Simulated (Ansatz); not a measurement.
# La on Ti(0001): change of the work function, part 4 of 5

Wanted: Δφ(θ) for La/Ti(0001), starting from the top site.

Ansatz 0.2.0; plane-wave DFT, PBE, Ansatz PAW.

So far, work function, upper face (eV): step 2 (the clean slab) 4.37; step 3 (37 atoms, coverage 0.111 ML, cell 3x3) 2.96; step 4 (17 atoms, coverage 0.25 ML, cell 2x2) 2.49.

## Step 6: The slab at 0.25 ML, atoms frozen

This step: plane-wave DFT, PBE, Ansatz PAW (Ansatz 0.2.0).

To see where the charge goes, the covered slab, the bare substrate and the adsorbate layer are each run at the same frozen positions and on the same grid.

The input, input.yaml:

```yaml
crystal:
  lattice:
    - [5.9, 0.0, 0.0]
    - [2.95, 5.1095498824, 0.0]
    - [0.0, 0.0, 28.7747788335]
  atoms:
    - { symbol: Ti, position: [0.3333333333, 0.3333333333, 0.312773907] }
    - { symbol: Ti, position: [0.0, 0.0, 0.3941750539] }
    - { symbol: Ti, position: [0.3333333333, 0.3333333333, 0.4809009477] }
    - { symbol: Ti, position: [0.0, 0.0, 0.5451189224] }
    - { symbol: Ti, position: [0.3333333333, 0.8333333333, 0.312773907] }
    - { symbol: Ti, position: [0.0, 0.5, 0.3941750539] }
    - { symbol: Ti, position: [0.3448403843, 0.8275798078, 0.476136671] }
    - { symbol: Ti, position: [-0.0001748004, 0.5000874002, 0.5584150745] }
    - { symbol: Ti, position: [0.8333333333, 0.3333333333, 0.312773907] }
    - { symbol: Ti, position: [0.5, 0.0, 0.3941750539] }
    - { symbol: Ti, position: [0.8275798078, 0.3448403843, 0.476136671] }
    - { symbol: Ti, position: [0.5000874002, -0.0001748004, 0.5584150745] }
    - { symbol: Ti, position: [0.8333333333, 0.8333333333, 0.312773907] }
    - { symbol: Ti, position: [0.5, 0.5, 0.3941750539] }
    - { symbol: Ti, position: [0.8275798078, 0.8275798078, 0.476136671] }
    - { symbol: Ti, position: [0.5000874002, 0.5000874002, 0.5584150745] }
    - { symbol: La, position: [0.0, 0.0, 0.6359484395] }
kpoints:
  mp_grid: { grid: [6, 6, 1] }
hamiltonian:
  xc: pbe
scf:
  occupations: { method: fermi_dirac, width: 0.1 }
  convergence: { dr2_threshold: 1.0e-08 }
efield:
  axis: 3
  dipole_correction: true
  ramp_position: 0.97
  ramp_width: 0.06
output:
  write_potential: true
  write_density: true
  volumetric_format: npy
```

Started as:

```
> ansatz run input.yaml --threads 4 --pin off --max-ram 12288MiB --backend cpu --events-out ev --progress --plain --runs-dir out
```

Numbers of over 12 decimals in the logs are rounded to 6 here.

What it wrote:

```text
[...]
Crystal: 17 atoms, lattice volume = 867.454 Å³
Basis set: ecut = 420 eV, 16801 PW (Γ)
Bands: 122, of which v1, the nominal top of the filled ones, is band 102 counted from 1 (101 counted from 0)
Symmetry: 6 space group operations
[...]
k-points: 7 of 36 (time reversal used)
[...]
SCF iter   1: F=—  HF=-46238.613823 eV  |F-HF|=—  |Δ(HF+E_count)|=         —  Δρ=6.96e-3  dr2=3.46e0  ethr=1.77e-3  p=0.221 e·Å  D=4.62e-2 V/Å  ΔV_dip=-1.33 eV  dr2_dipole=7.00e-4  V_vac-E_F(+/−)=2.76/4.09 eV  ⟨swp⟩=10.4  Hψ=4373  notcnv=0
[...]
SCF iter  11: F=-46238.543467 eV  HF=-46238.543467 eV  |F-HF|=3.41e-9  |Δ(HF+E_count)|=   1.07e-7  Δρ=4.22e-7  dr2=6.78e-9  ethr=4.93e-12  p=0.320 e·Å  D=6.68e-2 V/Å  ΔV_dip=-1.92 eV  dr2_dipole=3.80e-10  V_vac-E_F(+/−)=2.49/4.42 eV  ⟨swp⟩=17.4  Hψ=2545  notcnv=0
SCF 1 converged in 11 iterations: F = -46238.543467 eV  dr2 = 6.78e-9
[...]
SCF converged after 11 iterations
Free energy (F): -46238.543467 eV
[...]
Internal energy: -46237.600856 eV  (E = F + TS)
E sigma→0 (E₀):  -46238.072162 eV
Entropy (-TS):   -0.942611 eV (-55.448 meV/atom)
Fermi energy:    2.693204 eV
Dipole field:    D = 0.066791 V/Å  (p = 0.320184 e·Å, saw-weighted, corrected)
Work function:   Φ+ = 2.4934 eV   Φ− = 4.4153 eV
[...]
--- Band table (eV; the first three rows and the last of 7) ---
  k-point 0: bands = [... 98 lower, 2.9486, 2.9849, 2.9849, 3.0563, 3.1261, 3.2312, 3.2312, 3.3857, ... 16 higher]
  k-point 1: bands = [... 98 lower, 2.8297, 2.8798, 2.9006, 2.9096, 3.0236, 3.1109, 3.1417, 3.2559, ... 16 higher]
  k-point 2: bands = [... 98 lower, 2.5288, 2.6836, 2.6901, 2.7468, 2.7702, 2.8687, 2.8983, 2.9611, ... 16 higher]
  k-point 6: bands = [... 98 lower, 2.3178, 2.3445, 2.3547, 2.4307, 2.4717, 2.4911, 2.6253, 2.7752, ... 16 higher]
```

Run time: 34 s. Hardware: 4 threads of Arm Neoverse V2, shared host; peak memory 2.5 GiB; 2.2 min of CPU time.

Numbers from this step:

- energy at zero smearing: -46238.0722 eV
- work function, lower face: 4.415 eV
- dipole along the normal: 0.3202 e·Å
- step between the vacuum levels: -1.922 eV

The work function of the upper face is 2.49 eV.

## Step 7: The substrate of the 0.25 ML cell alone

System of this step: La/Ti(0001), substrate alone, atoms held. The cell holds 16 atoms: 16 Ti. Its edges and angles: a = 5.900 Å, b = 5.900 Å, c = 28.775 Å, α = 90.0°, β = 90.0°, γ = 60.0°. Vacuum lies along c.

The second part, atoms unmoved.

input.yaml: that of step 6 with these lines changed.

```diff
@@ -22,3 +22,2 @@
     - { symbol: Ti, position: [0.5000874002, 0.5000874002, 0.5584150745] }
-    - { symbol: La, position: [0.0, 0.0, 0.6359484395] }
 kpoints:
```

What it wrote:

```text
[...]
Crystal: 16 atoms, lattice volume = 867.454 Å³
Basis set: ecut = 420 eV, 16801 PW (Γ)
Bands: 116, of which v1, the nominal top of the filled ones, is band 96 counted from 1 (95 counted from 0)
Symmetry: 6 space group operations
[...]
k-points: 7 of 36 (time reversal used)
[...]
SCF iter   1: F=—  HF=-39987.324427 eV  |F-HF|=—  |Δ(HF+E_count)|=         —  Δρ=5.95e-3  dr2=3.50e0  ethr=1.77e-3  p=0.024 e·Å  D=5.06e-3 V/Å  ΔV_dip=-0.15 eV  dr2_dipole=9.90e-1  V_vac-E_F(+/−)=3.97/4.11 eV  ⟨swp⟩=9.1  Hψ=3864  notcnv=0
[...]
SCF iter  10: F=-39987.289346 eV  HF=-39987.289346 eV  |F-HF|=2.81e-9  |Δ(HF+E_count)|=   8.62e-8  Δρ=4.71e-7  dr2=2.50e-9  ethr=5.21e-12  p=0.025 e·Å  D=5.22e-3 V/Å  ΔV_dip=-0.15 eV  dr2_dipole=5.61e-11  V_vac-E_F(+/−)=4.27/4.42 eV  ⟨swp⟩=13.3  Hψ=1906  notcnv=0
SCF 1 converged in 10 iterations: F = -39987.289346 eV  dr2 = 2.50e-9
[...]
SCF converged after 10 iterations
Free energy (F): -39987.289346 eV
[...]
Internal energy: -39986.237058 eV  (E = F + TS)
E sigma→0 (E₀):  -39986.763202 eV
Entropy (-TS):   -1.052288 eV (-65.768 meV/atom)
Fermi energy:    1.461808 eV
Dipole field:    D = 0.005217 V/Å  (p = 0.025008 e·Å, saw-weighted, corrected)
Work function:   Φ+ = 4.2714 eV   Φ− = 4.4215 eV
[...]
--- Band table (eV; the first three rows and the last of 7) ---
  k-point 0: bands = [... 92 lower, 1.5851, 1.5851, 1.8211, 1.9073, 1.9453, 1.9453, 2.0174, 2.0246, ... 16 higher]
  k-point 1: bands = [... 92 lower, 1.5574, 1.5765, 1.6705, 1.7471, 1.8131, 1.8137, 1.8715, 1.9762, ... 16 higher]
  k-point 2: bands = [... 92 lower, 1.3441, 1.4042, 1.4537, 1.4898, 1.5110, 1.5538, 1.6414, 1.6816, ... 16 higher]
  k-point 6: bands = [... 92 lower, 1.0509, 1.0995, 1.1277, 1.1635, 1.1745, 1.2193, 1.3983, 1.4156, ... 16 higher]
```

Elapsed: 27 s, on 4 threads; peak memory 2.3 GiB; 1.8 min of CPU time.

This step gave:

```
energy at zero smearing        : -39986.7632 eV
work function, upper face      : 4.271 eV
work function, lower face      : 4.422 eV
dipole along the normal        : 0.02501 e·Å
step between the vacuum levels : -0.1501 eV
```

The work function of the upper face is 4.27 eV.

## Step 8: The adsorbate layer of the 0.25 ML cell alone

System of this step: La/Ti(0001), adsorbate layer alone, atoms held. The cell holds 1 atom: 1 La. Cell: a = 5.900 Å, b = 5.900 Å, c = 28.775 Å, α = 90.0°, β = 90.0°, γ = 60.0°. Vacuum lies along c.

The third part; a free layer of atoms may carry a moment, so spin is on.

input.yaml, the sections that differ from step 7:

```yaml
crystal:
  lattice:
    - [5.9, 0.0, 0.0]
    - [2.95, 5.1095498824, 0.0]
    - [0.0, 0.0, 28.7747788335]
  atoms:
    - { symbol: La, position: [0.0, 0.0, 0.6359484395], spin: 1.0 }
magnetization:
  spin_polarized: true
# kpoints, hamiltonian, scf, efield, output: as in step 7
```

What it wrote:

```text
[...]
Crystal: 1 atoms, lattice volume = 867.454 Å³
Basis set: ecut = 420 eV, 16801 PW (Γ)
Bands: 10, of which v1, the nominal top of the filled ones, is band 6 counted from 1 (5 counted from 0)
Symmetry: 12 space group operations
k-points: 7 of 36
[...]
Starting moments: Σ|m| = 1 μB on 1 of 1 site
[...]
SCF iter   1: F=—  HF=-6246.987139 eV  |F-HF|=—  |Δ(HF+E_count)|=         —  Δρ=2.87e-2 (↑2.87e-2 ↓4.64e-3)  dr2=1.18e1  dr2_m=1.17e0  M=1.551 μB ∫|m|=1.551 μB  β_m=0.54  ethr=3.10e-3  p=0.000 e·Å  D=5.92e-9 V/Å  ΔV_dip=-0.00 eV  dr2_dipole=1.79e-10  V_vac-E_F(+/−)=3.82/3.82 eV  ⟨swp⟩=7.6  Hψ=3223  notcnv=0
[...]
spin=Collinear: LDOS preconditioning applied to the charge; magnetization (m = ρ↑ − ρ↓) channel mixes plain (no charge-response kernel on spin).
SCF iter   2: F=—  HF=-6246.589680 eV  |F-HF|=—  |Δ(HF+E_count)|=   3.97e-1  Δρ=1.27e-2 (↑1.27e-2 ↓5.66e-3)  dr2=3.89e0  dr2_m=1.01e-1  M=1.437 μB ∫|m|=1.437 μB  β_m=0.42  ethr=3.10e-3  p=0.000 e·Å  D=2.44e-5 V/Å  ΔV_dip=-0.00 eV  dr2_dipole=1.97e-7  V_vac-E_F(+/−)=3.56/3.56 eV  ⟨swp⟩=2.6  Hψ=546  notcnv=0
density mixer auto → msr1: a metal under ldos (density of states about μ 6.36 of a free-electron gas's, 42 screened modes)
SCF iter   3: F=—  HF=-6246.357139 eV  |F-HF|=—  |Δ(HF+E_count)|=   2.33e-1  Δρ=8.27e-3 (↑7.02e-3 ↓8.27e-3)  dr2=1.15e-1  dr2_m=4.58e-1  M=1.102 μB ∫|m|=1.102 μB  β_m=0.71  ethr=3.10e-3  p=0.000 e·Å  D=1.95e-5 V/Å  ΔV_dip=-0.00 eV  dr2_dipole=1.44e-7  V_vac-E_F(+/−)=3.23/3.23 eV  ⟨swp⟩=2.3  Hψ=377  notcnv=0
[...]
SCF iter  20: F=-6246.545140 eV  HF=-6246.545140 eV  |F-HF|=1.71e-10  |Δ(HF+E_count)|=   1.70e-9  Δρ=9.32e-8 (↑9.32e-8 ↓4.21e-8)  dr2=2.28e-10  dr2_m=1.58e-11  M=1.071 μB ∫|m|=1.072 μB  ethr=1.65e-11  p=-0.000 e·Å  D=-4.34e-6 V/Å  ΔV_dip=0.00 eV  dr2_dipole=1.02e-11  V_vac-E_F(+/−)=3.09/3.09 eV  ⟨swp⟩=2.9  Hψ=603  notcnv=0
SCF 1 converged in 20 iterations: F = -6246.545140 eV  dr2 = 2.28e-10
[...]
SCF converged after 20 iterations
Magnetization: 1.0706 μB (6.0353 up, 4.9647 down)
Absolute magnetization: 1.0718 μB (∫|ρ↑−ρ↓|, with the PAW one-centre terms)
[...]
Per-site moments (μB) at R_I (Å): [(0.963795, 2.433750)]
Free energy (F): -6246.545140 eV
[...]
Internal energy: -6246.272908 eV  (E = F + TS)
E sigma→0 (E₀):  -6246.409024 eV
Entropy (-TS):   -0.272232 eV (-272.232 meV/atom)
Fermi energy:    -2.338918 eV
Dipole field:    D = -0.000006 V/Å  (p = -0.000031 e·Å, saw-weighted, corrected)
Work function:   Φ+ = 3.0911 eV   Φ− = 3.0909 eV
[...]
--- Band table (eV; the first three rows and the last of 14) ---
  k-point 0 ↑: bands = [... 2 lower, -20.7661, -20.7661, -3.7738, -2.4975, -2.0233, -2.0155, -2.0111, -2.0111, ... 12 higher]
  k-point 1 ↑: bands = [... 2 lower, -20.7676, -20.7665, -3.5852, -2.4657, -2.1174, -2.0179, -2.0107, -1.9958, ... 12 higher]
  k-point 2 ↑: bands = [... 2 lower, -20.7707, -20.7673, -3.1110, -2.4134, -2.1488, -2.0941, -2.0105, -2.0034, ... 12 higher]
  k-point 6 ↓: bands = [... 2 lower, -20.5037, -20.3127, -2.0623, -2.0623, -1.8603, -1.8345, -1.8345, -1.7659, ... 12 higher]
```

The job ended after 13 s (4 threads; peak memory 1.2 GiB).

Numbers from this step:

```yaml
energy_at_zero_smearing: -6246.4090 eV
total_moment: 1.071 μB
site_moments: 0.9638 μB
work_function_upper_face: 3.091 eV
dipole_along_the_normal: -3.07e-5 e·Å
```

Site moment by atom:

| atom | site moment (μB) |
| --- | --- |
| La1 | 0.964 |

The free layer carries a moment of 1.1 μB a cell.

## Step 9: Where the charge went at 0.25 ML

This step: plane-wave DFT, PBE, Ansatz PAW; density difference on adsorption (Ansatz 0.2.0).

The densities of the parts are taken from that of the whole and averaged over planes; the first moment of what is left gives the step in the potential.

This step gave:

```
largest charge moved                 : 0.01110 e/Å²
potential step from the moved charge : -1.772 eV
```

The electron density difference oscillates, so the rows of the table below give means over windows of 1 Å about each position, cut where the curve ends. Its maxima inside the range that stand out by 2 % of the span (Å: e/Å³): 12.9: 6.1e-4, 14.4: -5.2e-4, 17.3: 0.0193, 19.0: 0.00409. Its minima: 14.1: -0.00120, 15.8: -0.00905, 18.3: -0.0139, 19.9: -0.00412.

Planar mean, whole system less its parts. Table of electron density difference by z; means over each step:

| z (Å) | electron density difference (e/Å³) |
| --- | --- |
| 6 | 1.8e-6 |
| 7 | 4.4e-6 |
| 8 | -5.2e-5 |
| 9 | -1.8e-5 |
| 10 | 1.3e-4 |
| 11 | -2.0e-5 |
| 12 | -1.4e-4 |
| 13 | 2.5e-4 |
| 14 | -6.0e-4 |
| 15 | -0.00204 |
| 16 | -0.00462 |
| 17 | 0.0147 |
| 18 | -0.00291 |
| 19 | 4.3e-4 |
| 20 | -0.00349 |
| 21 | -0.00138 |
| 22 | -2.2e-4 |
| 23 | -2.7e-5 |
| 24 | -2.4e-6 |
| 25 | -8.2e-8 |

Planar mean, whole system less its parts. The electrons moved below z by z:

| z (Å) | electrons moved below z (e/Å²) |
| --- | --- |
| 6 | 4.0e-7 |
| 7 | 5.3e-6 |
| 8 | -1.4e-5 |
| 9 | -1.5e-5 |
| 10 | -2.6e-5 |
| 11 | 7.5e-5 |
| 12 | -1.2e-4 |
| 13 | 1.9e-4 |
| 14 | -1.1e-4 |
| 15 | -0.00118 |
| 16 | -0.00670 |
| 17 | -3.0e-4 |
| 18 | 0.00981 |
| 19 | 0.00484 |
| 20 | 0.00307 |
| 21 | 5.8e-4 |
| 22 | 7.5e-5 |
| 23 | 7.4e-6 |
| 24 | 5.6e-7 |

(Continued in part 5 of 5.)

[Logs are printed without paths, hosts, clocks, repeated set-up lines and the standing remarks that a program may print on its own settings, such as how far it seeks lower states.]

[Hosts, paths, dates, database ids (printed as entryN), source tags and the programs' standing remarks are cut or masked in the printed files.]

[Maps of the electrostatic potential energy from Ansatz leave out the sawtooth potential of an applied field or a dipole correction, so their vacuum need not be flat; planar profiles and work functions include it.]
